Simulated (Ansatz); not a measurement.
**Supercells of generalised stacking fault on (111) (glide set) of a Ge-Si solid solution (72 atoms): plane waves and support functions**

How do plane waves and support functions scale when generalised stacking fault on (111) (glide set) of a Ge-Si solid solution (72 atoms) is repeated?

Calculated with Ansatz 0.2.0; Kohn-Sham DFT, RPBE, PAW (set soft_2), plane waves.

## 1. Starting point

The cell holds 72 atoms: 51 Ge and 21 Si. Its edges and angles: a = 6.849 Å, b = 11.862 Å, c = 19.646 Å, α = 90.0°, β = 85.0°, γ = 90.0°. It derives from Ge and Si. Diamond-structure Ge lattice (a = 5.5919 Å, the value set for the mixture), cell with z along [111], 1 x 3 x 2 periods; the third cell vector is tilted by 0.250 of 1/2[11-2] and lengthened by 0.2 Å, so the cell holds one fault (glide set); displaced by a Gaussian of 0.01 Å; 21 of 72 Ge sites given to Si at random (lattice constant by Vegard's rule between Ge and Si).

Limits known from the start: The host structure and its lattice constant were typed by rule, without a check against the phase diagram.

## 2. Plane waves, typed cell on a dense mesh

The typed cell on a k-mesh is the yardstick: it samples like Γ on the cell repeated as often as the mesh has points along each axis. Its own convergence isn't tested.

input.yaml reads:

```yaml
crystal:
  lattice:
    - [6.84865, 0.0, 0.0]
    - [0.0, 11.86221, 0.0]
    - [1.71216, 0.0, 19.57091]
  atoms:
    - { symbol: Ge, position: [0.49329, 0.16762, 0.0209] }
    - { symbol: Ge, position: [0.46202, 0.16677, 0.14499] }
    - { symbol: Ge, position: [0.78614, 0.16683, 0.18546] }
    - { symbol: Si, position: [0.75446, 0.16645, 0.30862] }
    - { symbol: Si, position: [0.99553, 0.00021, 0.02095] }
    - { symbol: Ge, position: [0.96389, 0.99899, 0.14373] }
    - { symbol: Si, position: [0.28473, 0.9999, 0.18511] }
    - { symbol: Ge, position: [0.25335, 0.00087, 0.31042] }
    - { symbol: Ge, position: [0.57881, 0.00085, 0.35052] }
    - { symbol: Si, position: [0.5472, 0.00022, 0.47445] }
    - { symbol: Si, position: [0.4951, 0.50021, 0.02067] }
    - { symbol: Si, position: [0.46671, 0.49971, 0.14401] }
    - { symbol: Ge, position: [0.78565, 0.50021, 0.18627] }
    - { symbol: Ge, position: [0.75486, 0.49976, 0.30857] }
    - { symbol: Si, position: [0.99511, 0.3347, 0.02084] }
    - { symbol: Ge, position: [0.96292, 0.33449, 0.14516] }
    - { symbol: Ge, position: [0.28666, 0.33224, 0.186] }
    - { symbol: Si, position: [0.25499, 0.33256, 0.30957] }
    - { symbol: Ge, position: [0.57898, 0.33365, 0.35017] }
    - { symbol: Si, position: [0.54684, 0.33388, 0.47416] }
    - { symbol: Ge, position: [0.07674, 0.16623, 0.35066] }
    - { symbol: Ge, position: [0.0464, 0.16713, 0.47498] }
    - { symbol: Si, position: [0.37087, 0.1674, 0.51569] }
    - { symbol: Si, position: [0.34293, 0.16727, 0.63986] }
    - { symbol: Ge, position: [0.66302, 0.16585, 0.68014] }
    - { symbol: Si, position: [0.63248, 0.16518, 0.80394] }
    - { symbol: Ge, position: [0.87024, 0.00054, 0.51573] }
    - { symbol: Ge, position: [0.83727, 0.0006, 0.63968] }
    - { symbol: Si, position: [0.1613, 0.99973, 0.68087] }
    - { symbol: Ge, position: [0.13327, 0.99954, 0.80449] }
    - { symbol: Ge, position: [0.45489, 0.00194, 0.84568] }
    - { symbol: Si, position: [0.42479, 0.99883, 0.96892] }
    - { symbol: Ge, position: [0.49458, 0.83278, 0.0208] }
    - { symbol: Si, position: [0.46515, 0.83254, 0.14464] }
    - { symbol: Ge, position: [0.78631, 0.83283, 0.18601] }
    - { symbol: Ge, position: [0.75816, 0.83216, 0.30854] }
    - { symbol: Ge, position: [0.99816, 0.66635, 0.02112] }
    - { symbol: Ge, position: [0.9644, 0.66772, 0.14416] }
    - { symbol: Ge, position: [0.28605, 0.6677, 0.18586] }
    - { symbol: Ge, position: [0.2574, 0.66774, 0.30956] }
    - { symbol: Ge, position: [0.57885, 0.66586, 0.35072] }
    - { symbol: Ge, position: [0.55033, 0.66727, 0.47475] }
    - { symbol: Ge, position: [0.0763, 0.50185, 0.35025] }
    - { symbol: Ge, position: [0.04519, 0.49947, 0.47455] }
    - { symbol: Ge, position: [0.37309, 0.50011, 0.51615] }
    - { symbol: Ge, position: [0.33717, 0.50034, 0.63859] }
    - { symbol: Ge, position: [0.66361, 0.49929, 0.68116] }
    - { symbol: Ge, position: [0.63178, 0.50134, 0.80385] }
    - { symbol: Si, position: [0.87121, 0.33334, 0.51632] }
    - { symbol: Si, position: [0.84044, 0.33322, 0.63928] }
    - { symbol: Ge, position: [0.16323, 0.33457, 0.67984] }
    - { symbol: Ge, position: [0.12972, 0.33329, 0.80468] }
    - { symbol: Ge, position: [0.456, 0.33334, 0.84557] }
    - { symbol: Ge, position: [0.42316, 0.3334, 0.96947] }
    - { symbol: Ge, position: [0.95492, 0.16743, 0.8461] }
    - { symbol: Ge, position: [0.9262, 0.16669, 0.96899] }
    - { symbol: Ge, position: [0.07796, 0.83276, 0.34939] }
    - { symbol: Ge, position: [0.04649, 0.83322, 0.47452] }
    - { symbol: Ge, position: [0.36937, 0.83287, 0.51494] }
    - { symbol: Ge, position: [0.33811, 0.83405, 0.63959] }
    - { symbol: Ge, position: [0.6647, 0.83473, 0.68029] }
    - { symbol: Ge, position: [0.63264, 0.83299, 0.80497] }
    - { symbol: Ge, position: [0.86999, 0.66637, 0.51505] }
    - { symbol: Ge, position: [0.83989, 0.66774, 0.63969] }
    - { symbol: Ge, position: [0.16296, 0.66596, 0.68025] }
    - { symbol: Ge, position: [0.13295, 0.66689, 0.80435] }
    - { symbol: Ge, position: [0.45524, 0.66607, 0.84572] }
    - { symbol: Si, position: [0.42516, 0.66567, 0.96911] }
    - { symbol: Si, position: [0.95378, 0.4992, 0.8467] }
    - { symbol: Si, position: [0.92619, 0.50099, 0.96973] }
    - { symbol: Ge, position: [0.95611, 0.83368, 0.84522] }
    - { symbol: Si, position: [0.92364, 0.83374, 0.969] }
kpoints:
  mp_grid: { grid: [5, 3, 2] }
hamiltonian:
  xc: rpbe
scf:
  occupations: { method: gaussian, width: 0.025 }
output:
  forces: true
  stress: true
  populations: true
  dos:
    method: { smearing: { sigma: 0.08 } }
    de: 0.1
    projected: { site_lists: { Ge: [Ge], Si: [Si] } }
  eigenvalues: true
```

The run is started by

```console
> ansatz run input.yaml --threads 8 --pin off --max-ram 15872MiB --backend cpu --events-out ev --progress --plain --runs-dir out
```

Numbers of over 12 decimals in the logs are rounded to 6 here.

Output:

```text
Engine: ansatz 0.2.0, aarch64-unknown-linux-gnu
Pseudopotentials: kind: paw
Pseudopotential: Ge, paw, valence charge 14, recommended cutoff 420 eV (normal), Ge.paw.azcp
Pseudopotential: Si, paw, valence charge 4, recommended cutoff 420 eV (normal), Si.paw.azcp
Functional definition: RPBE
  parameter kappa = 0.804
  parameter beta = 0.066725
  exchange = rpbe_x(kappa = kappa, mu = beta*pi^2/3)
  correlation = pbe_c(beta = beta)
Crystal: 72 atoms, lattice volume = 1589.943 Å³
Basis set: ecut = 420 eV, 31121 PW (Γ), exchange–correlation on 96×160×270 points (8 copies of the dense FFT grid, shifted against one another)
Bands: 479, of which v1, the nominal top of the filled ones, is band 399 counted from 1 (398 counted from 0)
Symmetry: 1 space group operations
Space group: P1 (ITA 1), of the structure as read, at distance tolerance 1.2e-4 Å
k-points: 16 of 30 (time reversal used)
Non-local potential: Ge, projectors of the file, l = 0: 2, l = 1: 2, l = 2: 3, l = 3: 1
Non-local potential: Si, projectors of the file, l = 0: 2, l = 1: 2, l = 2: 2
PAW form: soft (Blöchl's): semilocal exchange-correlation on the pseudo side does not see the compensation charge
PAW frozen core: Ge, regenerated for the run's functional, and the local potential with it (the file was generated under x = pbe(κ = 0.804, μ = 0.219515), c = pbe(β = 0.066725))
PAW frozen core: Si, regenerated for the run's functional, and the local potential with it (the file was generated under x = pbe(κ = 0.804, μ = 0.219515), c = pbe(β = 0.066725))
PAW one-centre angular grid: Ge, 590 points (default); XC on 64 Gauss nodes
PAW one-centre angular grid: Si, 110 points (default); XC on 64 Gauss nodes
Initial density: superposition of atomic densities (neutral atoms: chi_scale 0, normalization atom), corrected by the library's trained network
Initial wavefunctions: pseudopotential atomic-orbital guess
Functional: x = rpbe, c = pbe(β = 0.066725)
SCF iter   1: F=—  HF=-232744.597637 eV  |F-HF|=—  |Δ(HF+E_count)|=         —  Δρ=2.84e-3  dr2=7.24e-1  ethr=1.77e-3  ⟨swp⟩=5.5  Hψ=27404  notcnv=0  defer=509
preconditioner: auto → LDOS  [insulator: Δε(μ)=0.034 eV  Ē_g=20.430 eV  σ=0.025 eV  W_gap=0.53  n_scr=390 (ndim 8)  ℏωp=26.3 eV  f_vac=0.025  D(μ)=8.99/eV (n_scr^D=22)  ε∞_Penn≈2.7  β→1.0]
SCF iter   2: F=—  HF=-232744.691968 eV  |F-HF|=—  |Δ(HF+E_count)|=   9.43e-2  Δρ=2.81e-3  dr2=1.84e0  ethr=9.07e-5  ⟨swp⟩=2.2  Hψ=15304  notcnv=0  defer=1181
SCF iter   3: F=—  HF=-232744.501664 eV  |F-HF|=—  |Δ(HF+E_count)|=   1.90e-1  Δρ=8.40e-4  dr2=7.17e-2  ethr=9.07e-5  ⟨swp⟩=5.2  Hψ=15239  notcnv=0  defer=1178
SCF iter   4: F=—  HF=-232744.488775 eV  |F-HF|=—  |Δ(HF+E_count)|=   1.29e-2  Δρ=1.97e-4  dr2=2.24e-3  ethr=8.99e-6  ⟨swp⟩=2.1  Hψ=9026  notcnv=0  defer=1164
SCF iter   5: F=—  HF=-232744.488586 eV  |F-HF|=—  |Δ(HF+E_count)|=   1.89e-4  Δρ=7.92e-5  dr2=3.55e-4  ethr=2.81e-7  ⟨swp⟩=2.0  Hψ=13309  notcnv=0  defer=1162
SCF iter   6: F=—  HF=-232744.488639 eV  |F-HF|=—  |Δ(HF+E_count)|=   5.28e-5  Δρ=3.11e-5  dr2=2.92e-5  ethr=4.44e-8  ⟨swp⟩=2.0  Hψ=8754  notcnv=0  defer=1162
SCF iter   7: F=—  HF=-232744.488808 eV  |F-HF|=—  |Δ(HF+E_count)|=   1.70e-4  Δρ=1.22e-5  dr2=6.17e-6  ethr=3.65e-9  ⟨swp⟩=2.3  Hψ=13501  notcnv=0  defer=1162
SCF iter   8: F=—  HF=-232744.488814 eV  |F-HF|=—  |Δ(HF+E_count)|=   5.65e-6  Δρ=5.03e-6  dr2=1.18e-6  ethr=7.73e-10  ⟨swp⟩=2.0  Hψ=12894  notcnv=0  defer=1162
SCF iter   9: F=—  HF=-232744.488815 eV  |F-HF|=—  |Δ(HF+E_count)|=   7.21e-7  Δρ=1.86e-6  dr2=1.25e-7  ethr=1.47e-10  ⟨swp⟩=2.0  Hψ=12894  notcnv=0  defer=1162
SCF iter  10: F=-232744.488815 eV  HF=-232744.488815 eV  |F-HF|=1.57e-9  |Δ(HF+E_count)|=   1.69e-7  Δρ=8.34e-7  dr2=2.96e-8  ethr=1.25e-11  ⟨swp⟩=10.6  Hψ=37213  notcnv=0
SCF 1 converged in 10 iterations: F = -232744.488815 eV  dr2 = 2.96e-8
  greatest PAW one-centre occupation: 0.998 electrons in one spin orbital (limit 2), on the Ge atom at site 0 (counted from 0), in its partial waves of l = 2
SCF converged after 10 iterations
Free energy (F): -232744.488815 eV
Harris-Foulkes:  -232744.488815 eV  (|F-HF|=1.57e-9)
Internal energy: -232744.485045 eV  (E = F + TS)
E sigma→0 (E₀):  -232744.486930 eV
Entropy (-TS):   -0.003770 eV (-0.052 meV/atom)
Fermi energy:    8.524755 eV
--- Per-component energies (eV) ---
  E_band       = -7760.579656
  E_kinetic    = 6522.745252
  E_local      = -145934.634228  (includes V_loc(G=0)·N_el)
  E_nonlocal   = 21865.537966
  E_hartree    = 64997.219665
  E_xc         = -5016.573290
  E_vxc        = -4264.427852  (∫ρ·V_xc dr)
  E_paw        = -114128.075216  (= ΣΔE_a)
  E_vpaw       = -15944.242945  (= ΣTr[D̂ρ^β])
  E_aug_tail   = 0.016096  (compensation charges beyond the density's cutoff)
  E_ewald      = -61040.940412
  E_core_change = -9.780877  (= ΣΔE_core)
  E_smearing   = -0.003770  (= −TS)
  E_closure    = 0.000000  (closes the sum)
  Σ components = -232744.488815   (vs F -232744.488815, Δ=0.00e0)
--- Forces (eV/Å), atoms counted from 1 ---
  atom   1  Ge     1.75216069    -0.94308768     0.06325639
  atom   2  Ge    -0.15892899    -0.54673809    -0.01801294
  atom   3  Ge     0.06189875    -0.08315638     0.34728612
  atom   4  Si     0.06384826     0.07163541     0.10862709
  atom   5  Si     1.67593068    -0.58329132    -0.36770018
  atom   6  Ge     0.31763434     0.10768210    -0.20441131
  atom   7  Si     0.38744800    -0.43797078     0.02326958
  atom   8  Ge     0.14361112    -0.14268260    -0.80707529
  atom   9  Ge     0.26125788     0.16952231     0.27800282
  atom  10  Si    -0.22511457     0.38678735     0.12779484
  atom  11  Si     1.71732649     0.42429092     0.33858100
  atom  12  Si    -0.32687300     0.06044561    -0.38997394
  atom  13  Ge    -0.31335064     0.16970921    -0.47446229
  atom  14  Ge    -0.01896410     0.04394435     0.20933996
[...]
atom  71  Ge     0.00334698    -0.05134563     0.61338082
  atom  72  Si    -1.50980045     0.41759744     0.22625119
  max |Σ_I F_I| component: 4.97e-6 eV/Å
--- Stress (GPa, compression-positive) ---
        3.857204      -0.043561       1.104316
       -0.043561       6.063556      -0.047123
        1.104316      -0.047123       4.344903
  P = ⅓ Tr σ = 4.7552 GPa (47.552 kbar)
--- Band table (eV; the first three rows and the last of 16) ---
  k-point 0: bands = ["-16.8586", "-16.8567", "-16.8532", "-16.8510", [... 463 levels ...], "11.9611", "11.9936", "12.0182", "12.0477", "12.0537", "12.0821", "12.1738", "12.2092", "12.2759", "12.3160", "12.3222", "12.5050"]
[...]
--- Löwdin populations: 72 sites ---
  site symbol       q [e]
     0     Ge     13.9981
     1     Ge     13.9813
     2     Ge     13.9795
[...]
71     Si      3.9459
  spilling = 0.002427 (of n_electrons = 798.000000)
```

Wall time 20 min (8 threads of Arm Neoverse N1, shared host); peak memory 11 GiB; 2.4 h of CPU time.

The column dr2 measures how far the density is from self-consistency, as an energy; F and HF (Harris–Foulkes) agree once it is small.

The program notes that it cut back its work space to fit the memory limit.

Numbers from this run:

- free energy: -232744.4888 eV
- free energy per atom: -3232.5623 eV/atom
- SCF cycles: 10
- pressure: 4.755 GPa
- r.m.s. force component: 0.5047 eV/Å
- longest force: 2.021 eV/Å
- Fermi energy: 8.525 eV
- levels partly filled by over 2 per cent: 7
- spilling of the projection: 0.002427

The r.m.s. force component of 0.50 eV/Å sets the scale for the differences below.

## 3. Plane waves, 72 atoms

The typed cell is solved at Γ alone, the coarsest sampling of the series.

input.yaml, the sections that differ from step 2:

```yaml
kpoints:
  mp_grid: { grid: [1, 1, 1] }
output:
  forces: true
# crystal, hamiltonian, scf: as in step 2
```

Output:

```text
[...]
Crystal: 72 atoms, lattice volume = 1589.943 Å³
Basis set: ecut = 420 eV, 31121 PW (Γ), exchange–correlation on 96×160×270 points (8 copies of the dense FFT grid, shifted against one another)
Bands: 471, of which v1, the nominal top of the filled ones, is band 399 counted from 1 (398 counted from 0)
Symmetry: 1 space group operations
[...]
k-points: 1
[...]
SCF iter   1: F=—  HF=-232738.707227 eV  |F-HF|=—  |Δ(HF+E_count)|=         —  Δρ=4.82e-3  dr2=7.33e-1  ethr=1.77e-3  ⟨swp⟩=6.0  Hψ=1713  notcnv=0
[...]
SCF iter   4: F=—  HF=-232738.601422 eV  |F-HF|=—  |Δ(HF+E_count)|=   1.24e-2  Δρ=7.66e-4  dr2=3.58e-2  ethr=2.38e-5  ⟨swp⟩=2.0  Hψ=939  notcnv=0  defer=55
automatic band count: iteration 4 solves 462 bands in place of 471: the levels show a gap, and the empty bands left out lie too high to hold charge; the band table lists the bands solved (type scf.n_extra_bands for more)
SCF iter   5: F=—  HF=-232738.593131 eV  |F-HF|=—  |Δ(HF+E_count)|=   8.29e-3  Δρ=2.71e-4  dr2=9.53e-3  ethr=4.48e-6  ⟨swp⟩=2.0  Hψ=813  notcnv=0  defer=55
SCF iter   6: F=—  HF=-232738.592069 eV  |F-HF|=—  |Δ(HF+E_count)|=   1.06e-3  Δρ=8.50e-5  dr2=8.39e-4  ethr=1.19e-6  ⟨swp⟩=2.0  Hψ=516  notcnv=0  defer=55
[...]
SCF iter  10: F=—  HF=-232738.592503 eV  |F-HF|=—  |Δ(HF+E_count)|=   2.57e-7  Δρ=1.90e-6  dr2=1.67e-7  ethr=1.64e-10  ⟨swp⟩=2.0  Hψ=651  notcnv=0  defer=55
SCF iter  11: F=-232738.592503 eV  HF=-232738.592503 eV  |F-HF|=6.90e-9  |Δ(HF+E_count)|=   4.54e-8  Δρ=7.22e-7  dr2=1.36e-8  ethr=1.25e-11  ⟨swp⟩=4.0  Hψ=1292  notcnv=0
SCF 1 converged in 11 iterations: F = -232738.592503 eV  dr2 = 1.36e-8
[...]
SCF converged after 11 iterations
Free energy (F): -232738.592503 eV
[...]
Internal energy: -232738.592503 eV  (E = F + TS)
E sigma→0 (E₀):  -232738.592503 eV
Entropy (-TS):   -0.000000 eV (-0.000 meV/atom)
Fermi energy:    8.442901 eV
[...]
Σ components = -232738.592503   (vs F -232738.592503, Δ=0.00e0)
--- Forces (eV/Å), atoms counted from 1 ---
  atom   1  Ge     1.29116630    -0.96963799     0.27998056
  atom   2  Ge     0.13151477    -0.59158550    -0.03259849
  atom   3  Ge    -0.23194819    -0.11594331     0.51960655
  atom   4  Si     0.37838956     0.11169167    -0.03156053
[...]
atom  72  Si    -1.13036681     0.46319312     0.04299235
  max |Σ_I F_I| component: 1.60e-5 eV/Å
```

The job ended after 19 s (8 threads; peak memory 2.2 GiB).

The energy lies 81.9 meV/atom above the dense-mesh reference.

## 4. Support functions, 72 atoms

The typed cell is solved at Γ alone, now in support functions.

This step: Kohn-Sham DFT, RPBE, PAW (set soft_2), localised support functions (medium) (Ansatz 0.2.0).

Edit input.yaml of step 3 so:

```diff
@@ -13,2 +13,5 @@
   occupations: { method: gaussian, width: 0.025 }
+  eigensolver: { kind: { support_functions: { accuracy: medium } } }
+  mixing: { beta: 0.4 }
+  max_iter: 150
 output:
```

It took 1.7 min on 8 threads; peak memory 3.6 GiB; 14 min of CPU time.

The program notes that the band table was not solved further than the SCF left it and it switched symmetry off.

It converged in 14 SCF cycles; the log is left out.

The energy lies 80.9 meV/atom above the dense-mesh reference, and 1.0 meV/atom below plane waves of the same size, an offset between the two bases that leaves the sampling error alike.

## 5. Plane waves, 144 atoms

The cell is repeated and solved at Γ in plane waves, whose cost grows towards the cube of the size.

This step: Kohn-Sham DFT, RPBE, PAW (set soft_2), plane waves (Ansatz 0.2.0).

input.yaml, the sections that differ from step 4:

```yaml
crystal:
  lattice:
    - [6.84865, 0.0, 0.0]
    - [0.0, 11.86221, 0.0]
    - [1.71216, 0.0, 19.57091]
  atoms:
    [... the 72 atom lines of step 2 ...]
  supercell: [2, 1, 1]
scf:
  occupations: { method: gaussian, width: 0.025 }
# kpoints, hamiltonian, output: as in step 4
```

The job ended after 87 s (8 threads; peak memory 6.3 GiB; 11 min of CPU time).

The program repeats the typed cell 2×1×1 times, 144 atoms in all; totals in the log are those of the whole repeated cell, and force differences are taken after averaging over the copies of each atom.

It converged in 9 SCF cycles; the log is left out.

The energy lies 56.3 meV/atom above the dense-mesh reference.

(Continued in part 2 of 2.)

[Logs are printed without paths, hosts, clocks, repeated set-up lines and the standing remarks that a program may print on its own settings, such as how far it seeks lower states.]

[Hosts, paths, dates, database ids (printed as entryN), source tags and the programs' standing remarks are cut or masked in the printed files.]
